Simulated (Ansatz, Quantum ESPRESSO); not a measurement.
## Ga chain with one bond drawn out by 0.3 Å: ballistic transmission: the same in Ansatz

Ansatz 0.2.0; plane-wave DFT, PBE, Ansatz PAW.

As a check, the same structure is run in Ansatz.

The input, input.yaml:

```yaml
crystal:
  lattice:
    - [7.5, 0.0, 0.0]
    - [0.0, 7.5, 0.0]
    - [0.0, 0.0, 25.8]
  atoms:
    - { symbol: Ga, position: [0.5, 0.5, 0.0] }
    - { symbol: Ga, position: [0.5, 0.5, 0.0988372093] }
    - { symbol: Ga, position: [0.5, 0.5, 0.1976744186] }
    - { symbol: Ga, position: [0.5, 0.5, 0.2965116279] }
    - { symbol: Ga, position: [0.5, 0.5, 0.3953488372] }
    - { symbol: Ga, position: [0.5, 0.5, 0.5058139535] }
    - { symbol: Ga, position: [0.5, 0.5, 0.6046511628] }
    - { symbol: Ga, position: [0.5, 0.5, 0.7034883721] }
    - { symbol: Ga, position: [0.5, 0.5, 0.8023255814] }
    - { symbol: Ga, position: [0.5, 0.5, 0.9011627907] }
kpoints:
  mp_grid: { grid: [1, 1, 4] }
hamiltonian:
  xc: pbe
scf:
  occupations: { method: fermi_dirac, width: 0.1 }
  convergence: { dr2_threshold: 1.0e-08 }
output:
  transmission:
    leads: [[0, 1]]
    e_range: [-2.0, 2.0]
    de: 0.05
    kmesh: [1, 1]
    reduced_basis: true
  write_potential: true
  write_density: true
  volumetric_format: npy
```

Run with:

```sh
$ ansatz run input.yaml --threads 2 --pin off --max-ram 4096MiB --backend cpu --events-out ev --progress --plain --runs-dir out
```

Q: Predict the open channels against energy.

Each channel passes at most one electron wave, so a value between whole numbers means that at least one channel is partly reflected.

Read from the output:

| Item | Value |
| --- | --- |
| transmission at the Fermi level, one spin | 2.840 |
| step of the lead's Hamiltonian over a period | 1.7 meV |

Per spin. Transmission against energy, zero at the Fermi level:

```csv
energy (eV),transmission
-2.000,0.925
-1.800,0.920
-1.600,0.858
-1.400,0.973
-1.200,0.959
-1.000,0.956
-0.800,0.955
-0.600,0.955
-0.400,0.955
-0.200,2.58
0.000,2.84
0.200,2.81
0.400,2.77
0.600,2.75
0.800,2.75
1.000,2.76
1.200,2.78
1.400,2.79
1.600,2.80
1.800,2.80
2.000,2.81
```

Per spin. Open channels against energy, zero at the Fermi level:

energy (eV), open channels and a bar:
```
    -2.00       1.00 ##########
    -1.90       1.00 ##########
    -1.80       1.00 ##########
    -1.70       1.00 ##########
    -1.55       0.00 
    -1.45       0.00 
    -1.35       1.00 ##########
    -1.25       1.00 ##########
    -1.15       1.00 ##########
    -1.05       1.00 ##########
    -0.90       1.00 ##########
    -0.80       1.00 ##########
    -0.70       1.00 ##########
    -0.60       1.00 ##########
    -0.50       1.00 ##########
    -0.40       1.00 ##########
    -0.25       3.00 ##############################
    -0.15       3.00 ##############################
    -0.05       3.00 ##############################
     0.00       3.00 ##############################
     0.05       3.00 ##############################
     0.15       3.00 ##############################
     0.25       3.00 ##############################
     0.40       3.00 ##############################
     0.50       3.00 ##############################
     0.60       3.00 ##############################
     0.70       3.00 ##############################
     0.80       3.00 ##############################
     0.90       3.00 ##############################
     1.05       3.00 ##############################
     1.15       3.00 ##############################
     1.25       3.00 ##############################
     1.35       3.00 ##############################
     1.45       3.00 ##############################
     1.55       3.00 ##############################
     1.70       3.00 ##############################
     1.80       3.00 ##############################
     1.90       3.00 ##############################
     2.00       3.00 ##############################
```

[Logs are printed without paths, hosts, clocks, repeated set-up lines and the standing remarks that a program may print on its own settings, such as how far it seeks lower states.]

[Hosts, paths, dates, database ids (printed as entryN), source tags and the programs' standing remarks are cut or masked in the printed files.]

[Maps of the electrostatic potential energy from Ansatz leave out the sawtooth potential of an applied field or a dipole correction, so their vacuum need not be flat; planar profiles and work functions include it.]
